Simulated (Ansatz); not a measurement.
# Al5Pd3 (Pd on 38 % of the Al sites, one arrangement): core-level shifts, part 2 of 3

What do XPS lines of Al5Pd3 (Pd on 38 % of the Al sites, one arrangement) look like, site by site? Spin–orbit coupling is left out of the bands throughout.

Ansatz 0.2.0; DFT, r2SCAN, plane-wave PAW, default files, scalar-relativistic.

So far: Set-up; Relaxing the atoms.

### 3. Valence states

The base run gives the projected DOS, from which the spectra are built.

Contents of input.yaml:

```yaml
crystal:
  lattice:
    - [-3.9290127234, 3.7856914252, 3.9318312134]
    - [3.8565483198, -3.7590650862, 3.8327404708]
    - [4.0966849222, 3.926737285, -3.9052048744]
  atoms:
    - { symbol: Al, position: [0.0024232794, 0.2280726812, 0.7527871395] }
    - { symbol: Al, position: [0.005035207, 0.5141265742, 0.5087360705] }
    - { symbol: Al, position: [-0.0330329292, 0.7509914023, 0.2452653419] }
    - { symbol: Pd, position: [0.2410741495, -0.0082230646, 0.7179108497] }
    - { symbol: Pd, position: [0.034368998, 0.0168063857, 0.0327879747] }
    - { symbol: Al, position: [0.2553166651, 0.2533847298, 0.5085033107] }
    - { symbol: Al, position: [0.2512891926, 0.506754293, 0.2480999747] }
    - { symbol: Pd, position: [0.4804552574, 0.7255619421, 0.7254059593] }
    - { symbol: Al, position: [0.2752031809, 0.7585664716, -0.0085914588] }
    - { symbol: Al, position: [0.508566193, -0.0016830521, 0.5059427302] }
    - { symbol: Al, position: [0.5000220016, 0.2565852731, 0.2458154672] }
    - { symbol: Al, position: [0.7553984698, 0.5234157737, 0.7620916553] }
    - { symbol: Pd, position: [0.4944080797, 0.4883517942, -0.0021088346] }
    - { symbol: Pd, position: [0.7371533394, 0.727229874, 0.4909644033] }
    - { symbol: Pd, position: [0.7584191177, 0.0397959121, 0.2773073918] }
    - { symbol: Al, position: [0.733899798, 0.2202630098, -0.0109179753] }
kpoints:
  mp_grid: { grid: [6, 6, 6] }
scf:
  occupations: { method: fermi_dirac, width: 0.08 }
  n_extra_bands: 16
hamiltonian:
  xc: r2scan
  pseudopotentials: { kind: paw }
output:
  forces: true
  stress: true
  dos:
    projected: true
    de: 0.05
    e_range: [-30, 12]
    method: { smearing: { sigma: 0.1, scheme: gaussian } }
  eigenstates:
    kpoints:
      - [0.0, 0.0, 0.0]
      - [0.16666667, -0.16666667, 0.16666667]
      - [0.33333333, -0.33333333, 0.33333333]
      - [0.5, -0.5, 0.5]
      - [-0.33333333, 0.33333333, -0.33333333]
      - [-0.16666667, 0.16666667, -0.16666667]
      # [... 14 more points ...]
      - [-0.25, 0.25, 0.25]
      - [-0.125, 0.125, 0.125]
    e_range: [-9.0, 3.0]
    unfold: { supercell_matrix: [[3, -1, -1], [-1, 3, -1], [-1, -1, 3]] }
```

Launch:

```console
ansatz run input.yaml --threads 4 --pin off --max-ram 14336MiB --backend cpu --events-out ev --progress --plain --runs-dir out
```

Numbers of over 12 decimals in the logs are rounded to 6 here.

The program printed:

```text
[...]
Crystal: 16 atoms, lattice volume = 238.002 Å³
Basis set: ecut = 500 eV, 6043 PW (Γ), exchange–correlation on 200×200×216 points (64 copies of the dense FFT grid, shifted against one another)
Bands: 85, of which v1, the nominal top of the filled ones, is band 69 counted from 1 (68 counted from 0)
Symmetry: 1 space group operations
[...]
k-points: 112 of 216 (time reversal used)
[...]
SCF iter   1: F=—  HF=-47327.769884 eV  |F-HF|=—  |Δ(HF+E_count)|=         —  Δρ=1.05e-2  dr2=3.05e-1  dr2_τ=1.16e-1  ethr=1.77e-3  ⟨swp⟩=6.2  Hψ=38541  notcnv=0  defer=313
[...]
SCF iter   9: F=-47327.914415 eV  HF=-47327.914415 eV  |F-HF|=1.46e-9  |Δ(HF+E_count)|=   2.71e-8  Δρ=4.60e-6  dr2=5.43e-8  dr2_τ=3.28e-9  ethr=7.25e-11  ⟨swp⟩=9.3  Hψ=43666  notcnv=0
SCF 1 converged in 9 iterations: F = -47327.914415 eV  dr2 = 5.43e-8
[...]
NSCF: frozen V_eff on 22 k-points
SCF converged after 9 iterations
Free energy (F): -47327.914415 eV
[...]
Internal energy: -47327.811787 eV  (E = F + TS)
E sigma→0 (E₀):  -47327.863101 eV
Entropy (-TS):   -0.102628 eV (-6.414 meV/atom)
Fermi energy:    13.278137 eV
[...]
--- Forces (eV/Å), atoms counted from 1 ---
  atom   1  Al     0.00567707     0.02098914    -0.00244566
  atom   2  Al    -0.00227565     0.00365693     0.00575273
  atom   3  Al    -0.00058377    -0.01365373    -0.00939181
  atom   4  Pd    -0.00867615    -0.00136795     0.00808589
  atom   5  Pd    -0.00497885    -0.03220490    -0.02149567
  atom   6  Al    -0.00147471    -0.00854777    -0.02246731
  atom   7  Al    -0.01471555    -0.01031527     0.01794523
  atom   8  Pd    -0.00288041     0.02367757    -0.00779535
  atom   9  Al     0.00649435     0.00581625     0.02335849
  atom  10  Al    -0.01474433     0.00200159    -0.01726671
  atom  11  Al    -0.03224040    -0.04795003     0.01590234
  atom  12  Al     0.02905942     0.02740364     0.02121685
  atom  13  Pd     0.02270048    -0.00685775     0.02750348
  atom  14  Pd     0.00995250     0.00835154    -0.01141286
  atom  15  Pd    -0.00717644     0.02537026    -0.00730447
  atom  16  Al     0.01589290     0.00364330    -0.02013198
  max |Σ_I F_I| component: 5.32e-5 eV/Å
--- Stress (GPa, compression-positive) ---
       -0.250798       0.299322      -0.081381
        0.299322       0.054092      -0.173351
       -0.081381      -0.173351      -0.083773
  P = ⅓ Tr σ = -0.0935 GPa (-0.935 kbar)
--- Band table (eV; the first three rows and the last of 112) ---
  k-point 0: bands = [... 65 lower, 11.6393, 11.6933, 11.8657, 12.0564, 12.2424, 15.6005, 15.7409, 15.9690, ... 12 higher]
  k-point 1: bands = [... 65 lower, 11.5534, 11.6703, 11.9026, 12.3072, 12.5474, 14.6650, 15.2856, 15.7343, ... 12 higher]
  k-point 2: bands = [... 65 lower, 11.6418, 11.8876, 12.0062, 13.0544, 13.1763, 13.4935, 13.7369, 14.9790, ... 12 higher]
  k-point 111: bands = [... 65 lower, 13.0341, 13.1440, 13.7244, 14.2394, 14.4277, 14.5806, 14.8520, 15.2172, ... 12 higher]
```

Wall time 68 s (4 threads of Intel Xeon 6975P-C (Granite Rapids), shared host); peak memory 2.5 GiB.

This step gave:

```
free energy                                    : -47327.9144 eV
energy at zero smearing                        : -47327.8631 eV
smearing term TS                               : 0.1026 eV
Fermi energy                                   : 13.28 eV
pressure                                       : -0.09349 GPa
zero of energy                                 : Fermi level
share of occupied states in no projected shell : 0.0127 of the occupied states in the window
DOS at the Fermi level                         : 4.925 states/eV/cell
```

A(k,E), total over k along the path and E. Zero: Fermi level.

Values in eV⁻¹, 12 rows by 16 columns, each cell a mean:
```
0.04 0.08 0.08 0.20 0.38 0.23 0.06 0.04 0.03 0.07 0.14 0.14 0.15 0.36 0.27 0.23
0.01 0.10 0.10 0.04 0.44 0.29 0.03 0.06 0.01 0.05 0.13 0.17 0.26 0.46 0.22 0.03
0.02 0.10 0.08 0.13 0.29 0.14 0.02 0.03 0.01 0.03 0.12 0.17 0.22 0.26 0.36 0.07
0.05 0.05 0.07 0.42 0.27 0.27 0.07 0.09 0.06 0.11 0.14 0.17 0.36 0.14 0.20 0.57
0.21 0.11 0.22 0.43 0.23 0.31 0.30 0.17 0.20 0.21 0.15 0.18 0.28 0.10 0.20 0.44
0.40 0.42 0.51 0.39 0.33 0.39 0.40 0.42 0.43 0.34 0.32 0.42 0.41 0.31 0.33 0.35
0.54 0.56 0.52 0.43 0.52 0.53 0.49 0.52 0.50 0.52 0.63 0.83 0.58 0.50 0.50 0.41
0.46 0.44 0.54 0.61 0.58 0.57 0.47 0.43 0.47 0.45 0.52 0.66 0.65 0.85 0.66 0.62
0.11 0.15 0.29 0.36 0.47 0.48 0.22 0.15 0.11 0.16 0.22 0.35 0.50 0.36 0.44 0.34
0.06 0.08 0.22 0.16 0.11 0.20 0.19 0.06 0.05 0.07 0.23 0.40 0.20 0.08 0.09 0.15
0.04 0.05 0.28 0.10 0.05 0.11 0.25 0.04 0.04 0.02 0.19 0.08 0.06 0.03 0.03 0.10
0.01 0.17 0.12 0.02 0.03 0.02 0.25 0.02 0.01 0.09 0.31 0.04 0.03 0.03 0.04 0.02
```
Columns: k along the path (Å⁻¹) from 0 to 7.19 (not evenly spaced); rows upwards: E (eV) from -8.7 to 2.49.

Peaks of A(k,E) at the labelled points: for each region the eleven nearest the zero at most, each over 6 % of that point's highest, less those above the energy where the solved bands run out; weight and spread sum the levels within three half widths or 0.3 eV, so near peaks share levels. Peaks of the spectral function, the first 40 of 65 rows:

| point | weight on | E (eV) | A (1/eV) | weight near the peak | rms spread of levels (eV) |
| --- | --- | --- | --- | --- | --- |
| Γ | total | -7.32 | 0.055 | 0.039 | 0.19 |
| Γ | total | -6.92 | 0.065 | 0.053 | 0.256 |
| Γ | total | -5.94 | 0.075 | 0.027 | 0.09 |
| Γ | total | -4.72 | 0.417 | 0.355 | 0.23 |
| Γ | total | -4.28 | 0.672 | 0.476 | 0.22 |
| Γ | total | -3.82 | 0.61 | 0.631 | 0.311 |
| Γ | total | -3.48 | 0.54 | 0.563 | 0.286 |
| Γ | total | -3.1 | 0.488 | 0.503 | 0.28 |
| Γ | total | -2.76 | 0.576 | 0.443 | 0.219 |
| Γ | total | -2.06 | 0.395 | 0.301 | 0.265 |
| X | total | -6.62 | 0.209 | 0.149 | 0.145 |
| X | total | -5.94 | 0.134 | 0.043 | 0.101 |
| X | total | -4.96 | 0.949 | 0.636 | 0.189 |
| X | total | -4.3 | 0.664 | 0.495 | 0.249 |
| X | total | -3.82 | 0.577 | 0.51 | 0.278 |
| X | total | -3.1 | 0.283 | 0.261 | 0.291 |
| X | total | -2.74 | 0.369 | 0.291 | 0.244 |
| X | total | -2.48 | 0.361 | 0.393 | 0.3 |
| X | total | -2.06 | 0.488 | 0.407 | 0.295 |
| X | total | -1.6 | 0.53 | 0.338 | 0.239 |
| X | total | -1.04 | 1.546 | 0.766 | 0.098 |
| U | total | -4.26 | 0.535 | 0.522 | 0.27 |
| U | total | -3.64 | 0.69 | 0.547 | 0.215 |
| U | total | -2.92 | 0.408 | 0.378 | 0.288 |
| U | total | -1.54 | 0.252 | 0.151 | 0.208 |
| U | total | -1.06 | 0.416 | 0.209 | 0.095 |
| U | total | -0.46 | 0.227 | 0.083 | 0.047 |
| U | total | 0.06 | 0.204 | 0.054 | 0 |
| U | total | 0.6 | 0.632 | 0.263 | 0 |
| U | total | 1.34 | 1.016 | 0.609 | 0.155 |
| U | total | 1.64 | 0.574 | 0.609 | 0.155 |
| U | total | 2.12 | 0.531 | 0.533 | 0.356 |
| K | total | -3.78 | 0.592 | 0.569 | 0.273 |
| K | total | -3.5 | 0.551 | 0.481 | 0.23 |
| K | total | -2.64 | 0.502 | 0.338 | 0.158 |
| K | total | -1.74 | 0.186 | 0.151 | 0.336 |
| K | total | -1.06 | 0.491 | 0.332 | 0.155 |
| K | total | -0.5 | 0.204 | 0.12 | 0.216 |
| K | total | 0.46 | 0.521 | 0.202 | 0 |
| K | total | 1 | 0.806 | 0.542 | 0.137 |

The DOS has structure finer than the step of the table below, so its rows give means over 1 eV, whole bins alone (the curve runs from -13.0 to 3.88 eV). Peaks (eV: height): total -4.3: 21.6, -3.7: 20.5, -2.5: 16.6, 2.4: 6.79; Pd 4d -4.3: 18.0, -3.6: 17.0, -2.5: 13.7; Al 3p -5.1: 3.43, -1.2: 3.62, -0.4: 3.33, 3.7: 3.37; Al 3s -10.3: 1.31, -7.4: 1.60, 2.5: 1.91, 3.1: 1.63; Pd 5p* 3.7: 1.42.

* holds the states left over by the projection beside any projected weight of its own. Table of DOS by E, zero at the Fermi level; means over each step; values in states/eV/cell:

| E (eV) | total | Pd 4d | Al 3p | Al 3s | Pd 5p* | Pd 5s |
| --- | --- | --- | --- | --- | --- | --- |
| -12 | 2.5e-4 | 0 | 0 | 2.4e-4 | 1.9e-6 | 5.4e-6 |
| -11 | 0.757 | 0.00502 | 0.217 | 0.510 | 0.00592 | 0.0186 |
| -10 | 1.84 | 0.0462 | 0.852 | 0.884 | 0.0178 | 0.0378 |
| -9 | 2.36 | 0.149 | 1.28 | 0.849 | 0.0271 | 0.0531 |
| -8 | 3.39 | 0.460 | 1.75 | 1.08 | 0.0453 | 0.0623 |
| -7 | 5.31 | 1.70 | 2.15 | 1.34 | 0.0646 | 0.0569 |
| -6 | 7.37 | 4.03 | 2.21 | 0.977 | 0.0797 | 0.0650 |
| -5 | 16.5 | 12.6 | 3.19 | 0.453 | 0.145 | 0.0571 |
| -4 | 19.8 | 16.4 | 2.72 | 0.464 | 0.198 | 0.0233 |
| -3 | 14.6 | 11.9 | 2.14 | 0.433 | 0.169 | 0.0172 |
| -2 | 9.40 | 6.29 | 2.39 | 0.536 | 0.176 | 0.0135 |
| -1 | 6.04 | 2.05 | 3.01 | 0.696 | 0.270 | 0.0113 |
| 0 | 5.05 | 1.06 | 2.70 | 0.903 | 0.381 | 0.00701 |
| 1 | 4.38 | 0.660 | 2.25 | 0.966 | 0.492 | 0.00532 |
| 2 | 5.36 | 0.618 | 2.66 | 1.32 | 0.759 | 0.00540 |
| 3 | 5.97 | 0.515 | 2.89 | 1.46 | 1.10 | 0.00462 |

Sums over each group's atoms; a table of it gives point samples, which can step over narrow peaks. Table of DOS of the group by E, zero at the Fermi level; values in states/eV:

| E (eV) | Pd: Pd 4d | Al: Al 3p | Al: Al 3s | Pd: Pd 5s |
| --- | --- | --- | --- | --- |
| -12 | 0 | 0 | 0 | 0 |
| -11 | 0.00404 | 0.199 | 0.590 | 0.0203 |
| -10 | 0.0390 | 0.753 | 0.818 | 0.0293 |
| -9 | 0.124 | 1.18 | 0.769 | 0.0513 |
| -8 | 0.487 | 1.93 | 1.15 | 0.0689 |
| -7 | 1.51 | 1.97 | 1.32 | 0.0502 |
| -6 | 3.62 | 1.99 | 1.01 | 0.0534 |
| -5 | 12.9 | 3.33 | 0.405 | 0.0571 |
| -4 | 15.1 | 2.58 | 0.464 | 0.0213 |
| -3 | 9.38 | 2.08 | 0.347 | 0.0169 |
| -2 | 5.26 | 2.52 | 0.533 | 0.0150 |
| -1 | 2.17 | 3.19 | 0.794 | 0.0126 |
| 0 | 0.950 | 2.55 | 0.921 | 0.00638 |
| 1 | 0.629 | 2.09 | 0.965 | 0.00590 |
| 2 | 0.623 | 2.54 | 1.21 | 0.00536 |
| 3 | 0.560 | 3.09 | 1.59 | 0.00490 |

This run's widths, added to any smearing of the DOS itself: Gaussian 0.2 eV, Lorentzian 0.1 eV plus 0.03 an eV of depth. The intensity by binding energy, zero at the Fermi level; values in % of the maximum within 13 eV:

| binding energy (eV) | 21.2 eV | 40.8 eV | 150 eV | 1486.7 eV | 8047.8 eV |
| --- | --- | --- | --- | --- | --- |
| -1.0 | 0.655 | 0.654 | 1.01 | 0.665 | 0.734 |
| -0.5 | 0.969 | 0.968 | 1.73 | 0.991 | 1.13 |
| 0.0 | 5.03 | 5.00 | 16.7 | 5.38 | 7.62 |
| 0.5 | 10.9 | 10.9 | 31.5 | 11.3 | 14.5 |
| 1.0 | 16.0 | 16.0 | 37.9 | 16.5 | 20.1 |
| 1.5 | 21.9 | 22.0 | 39.6 | 22.3 | 24.9 |
| 2.0 | 37.7 | 37.8 | 49.6 | 38.0 | 39.9 |
| 2.5 | 71.2 | 71.2 | 74.3 | 71.4 | 72.7 |
| 3.0 | 65.8 | 65.8 | 68.4 | 65.9 | 66.3 |
| 3.5 | 96.0 | 96.0 | 94.7 | 95.9 | 95.8 |
| 4.0 | 95.7 | 95.7 | 95.8 | 95.7 | 95.8 |
| 4.5 | 97.0 | 97.1 | 98.0 | 97.0 | 97.1 |
| 5.0 | 77.2 | 77.3 | 84.1 | 77.3 | 78.2 |
| 5.5 | 46.6 | 46.6 | 59.8 | 47.0 | 49.8 |
| 6.0 | 26.6 | 26.5 | 42.8 | 27.4 | 32.0 |
| 6.5 | 20.1 | 19.9 | 40.0 | 21.0 | 27.0 |
| 7.0 | 12.4 | 12.3 | 33.5 | 13.5 | 19.8 |
| 7.5 | 8.04 | 7.86 | 29.9 | 9.10 | 15.6 |
| 8.0 | 5.06 | 4.91 | 24.4 | 5.98 | 11.7 |
| 8.5 | 3.39 | 3.26 | 20.3 | 4.20 | 9.26 |
| 9.0 | 2.42 | 2.30 | 16.9 | 3.14 | 7.59 |
| 9.5 | 1.92 | 1.78 | 15.6 | 2.64 | 7.07 |
| 10.0 | 1.48 | 1.32 | 13.4 | 2.18 | 6.39 |
| 10.5 | 1.22 | 1.05 | 11.8 | 1.90 | 6.02 |
| 11.0 | 0.790 | 0.691 | 7.18 | 1.27 | 3.99 |
| 11.5 | - | 0.388 | 2.45 | 0.568 | 1.42 |
| 12.0 | - | 0.280 | 1.11 | 0.344 | 0.658 |
| 12.5 | - | 0.230 | 0.734 | 0.267 | 0.447 |
| 13.0 | - | 0.196 | 0.549 | 0.221 | 0.344 |

Maxima picked by a test of local sharpness, so broad peaks and shoulders can be missing; peaks within 0.45 eV of a curve's cut are left out. Valence peaks, by row:

| photon energy (eV) | binding energy (eV) | height (% of the maximum within 13 eV) | main shell | its share (%) |
| --- | --- | --- | --- | --- |
| 21.2 | 4.35 | 100 | Pd 4d | 99.18 |
| 21.2 | 3.7 | 99.17 | Pd 4d | 99.18 |
| 21.2 | 2.55 | 72.92 | Pd 4d | 98.86 |
| 40.8 | 4.35 | 100 | Pd 4d | 99.08 |
| 40.8 | 3.7 | 99.16 | Pd 4d | 99.09 |
| 40.8 | 2.55 | 72.84 | Pd 4d | 98.86 |
| 150 | 4.35 | 100 | Pd 4d | 78.75 |
| 150 | 3.7 | 98.92 | Pd 4d | 78.95 |
| 150 | 2.55 | 75.98 | Pd 4d | 75.33 |
| 150 | 1.2 | 41.99 | Al 3p | 47.32 |
| 150 | 0.4 | 32.22 | Al 3p | 54.54 |
| 1487 | 4.35 | 100 | Pd 4d | 98.78 |
| 1487 | 3.7 | 99.17 | Pd 4d | 98.78 |
| 1487 | 2.55 | 73.12 | Pd 4d | 98.18 |
| 8048 | 4.35 | 100 | Pd 4d | 96.1 |
| 8048 | 3.7 | 99.15 | Pd 4d | 96.12 |
| 8048 | 2.55 | 74.36 | Pd 4d | 93.94 |

Shapes are the site's partial DOS without matrix elements, which overweights lines from ligand s bands. Intensity against emission energy less the core level's binding energy, zero at the Fermi level; read off at these points; values in % of the unpolarised maximum:

| emission energy less the core level's binding energy (eV) | Al K-beta | Al K-beta, E along x | Al K-beta, E along y | Al K-beta, E along z | Al L2,3 | Pd L-beta2 |
| --- | --- | --- | --- | --- | --- | --- |
| -13.00 | 2.02 | 2.03 | 2.00 | 2.02 | 1.46 | 3.08 |
| -12.50 | 2.64 | 2.66 | 2.62 | 2.65 | 2.28 | 3.49 |
| -12.00 | 3.82 | 3.84 | 3.79 | 3.84 | 4.93 | 4.00 |
| -11.50 | 6.56 | 6.59 | 6.50 | 6.59 | 16.0 | 4.63 |
| -11.00 | 12.3 | 12.4 | 12.3 | 12.4 | 39.4 | 5.42 |
| -10.50 | 20.6 | 20.5 | 20.5 | 20.8 | 59.4 | 6.45 |
| -10.00 | 28.6 | 28.1 | 28.7 | 29.0 | 64.1 | 7.79 |
| -9.50 | 36.2 | 35.7 | 36.1 | 36.8 | 63.7 | 9.57 |
| -9.00 | 44.0 | 44.2 | 43.2 | 44.5 | 66.6 | 11.9 |
| -8.50 | 52.1 | 53.6 | 50.1 | 52.6 | 74.4 | 15.2 |
| -8.00 | 59.6 | 62.6 | 56.4 | 59.9 | 84.8 | 19.6 |
| -7.50 | 66.2 | 70.2 | 62.6 | 65.8 | 96.5 | 25.5 |
| -7.00 | 70.8 | 75.5 | 67.4 | 69.6 | 99.7 | 33.4 |
| -6.50 | 74.4 | 78.7 | 72.3 | 72.2 | 93.4 | 43.6 |
| -6.00 | 80.3 | 82.5 | 80.6 | 77.8 | 76.3 | 56.3 |
| -5.50 | 92.4 | 91.0 | 95.4 | 90.8 | 54.3 | 71.0 |
| -5.00 | 99.9 | 96.3 | 104 | 99.6 | 39.5 | 85.3 |
| -4.92 | 100.0 | 96.3 | 104 | 99.9 | 38.3 | 87.4 |
| -4.50 | 96.9 | 93.2 | 99.9 | 97.6 | 36.3 | 95.8 |
| -4.00 | 91.4 | 87.0 | 94.5 | 92.6 | 36.8 | 99.9 |
| -3.50 | 84.8 | 81.3 | 87.5 | 85.5 | 33.6 | 97.1 |
| -3.00 | 78.5 | 76.9 | 80.8 | 77.7 | 35.0 | 88.7 |
| -2.50 | 78.1 | 77.5 | 80.4 | 76.2 | 42.6 | 76.7 |
| -2.00 | 85.6 | 87.2 | 86.4 | 83.2 | 44.1 | 62.9 |
| -1.50 | 95.9 | 98.0 | 96.2 | 93.2 | 51.0 | 49.4 |
| -1.32 | 97.7 | 99.2 | 98.5 | 95.3 | 54.5 | 45.0 |
| -1.23 | 98.0 | 99.0 | 99.0 | 95.8 | 55.7 | 42.9 |
| -1.12 | 97.6 | 97.9 | 98.9 | 95.9 | 56.4 | 40.5 |
| -1.00 | 96.4 | 95.9 | 97.9 | 95.2 | 56.2 | 37.9 |
| -0.50 | 83.4 | 80.3 | 84.8 | 83.5 | 51.3 | 28.7 |
| 0.00 | 51.4 | 48.4 | 52.0 | 51.1 | 31.5 | 21.6 |
| 0.50 | 19.3 | 18.0 | 19.3 | 19.0 | 5.62 | 16.2 |
| 1.00 | 7.64 | 7.30 | 7.70 | 7.55 | 0.616 | 12.3 |

Recipe: projected DOS times atomic cross section and asymmetry factor (linear light, 30° from the polarisation), occupied states only, Fermi edge at 77 K, a Lorentzian width of 0.1 eV growing by 0.03 eV per eV of binding energy, and a resolution of 0.2 eV. Curves are cut 10 eV under the photon energy, above any shell that the free atom's threshold puts out of reach, or at the lower edge of the window: 11.2 eV at 21.2 eV, 13.1 eV at 40.8 eV, 13.1 eV at 150 eV, 13.1 eV at 1486.7 eV and 13.1 eV at 8047.8 eV. A star in tables and legends marks shells that hold the states left over by the projection (1.3 % of the filled ones), a stand-in for orbitals that the files don't project on. Matrix elements of the solid and inelastic losses aren't modelled, nor non-dipole terms, which matter above 3 keV.

How the area divides among the shells (%):

| shell | 21.2 eV | 40.8 eV | 150 eV | 1486.7 eV | 8047.8 eV |
| --- | --- | --- | --- | --- | --- |
| Al 3s | 1.9 | 1.2 | 17.2 | 3.8 | 13.9 |
| Al 3p | 0.9 | 1.6 | 27.2 | 0.8 | 0.5 |
| Pd 4d | 97.1 | 97.2 | 55.3 | 95.1 | 84.0 |

States with weight above 0.08 nearest the zero at Γ of the zone, within the window kept, -8.7 to 2.6 eV (levels that the program groups as degenerate share a row):

| E (eV) | weight, total |
| --- | --- |
| -4.37 | 0.11 |
| -3.83 | 0.09 |
| -3.39 | 0.10 |
| -3.10 | 0.13 |
| -2.76 | 0.12 |

The largest force component on a free atom is 0.048 eV/Å, a little over the usual target of 0.03 eV/Å. At the Fermi level the DOS is 4.92 states/eV a cell, and on the broadened curves Al 3p holds 53 % of the total there.

[end of part 2 of 3]

[Logs are printed without paths, hosts, clocks, repeated set-up lines and the standing remarks that a program may print on its own settings, such as how far it seeks lower states.]

[Hosts, paths, dates, database ids (printed as entryN), source tags and the programs' standing remarks are cut or masked in the printed files.]

[Maps of the electrostatic potential energy from Ansatz leave out the sawtooth potential of an applied field or a dipole correction, so their vacuum need not be flat; work functions include it.]
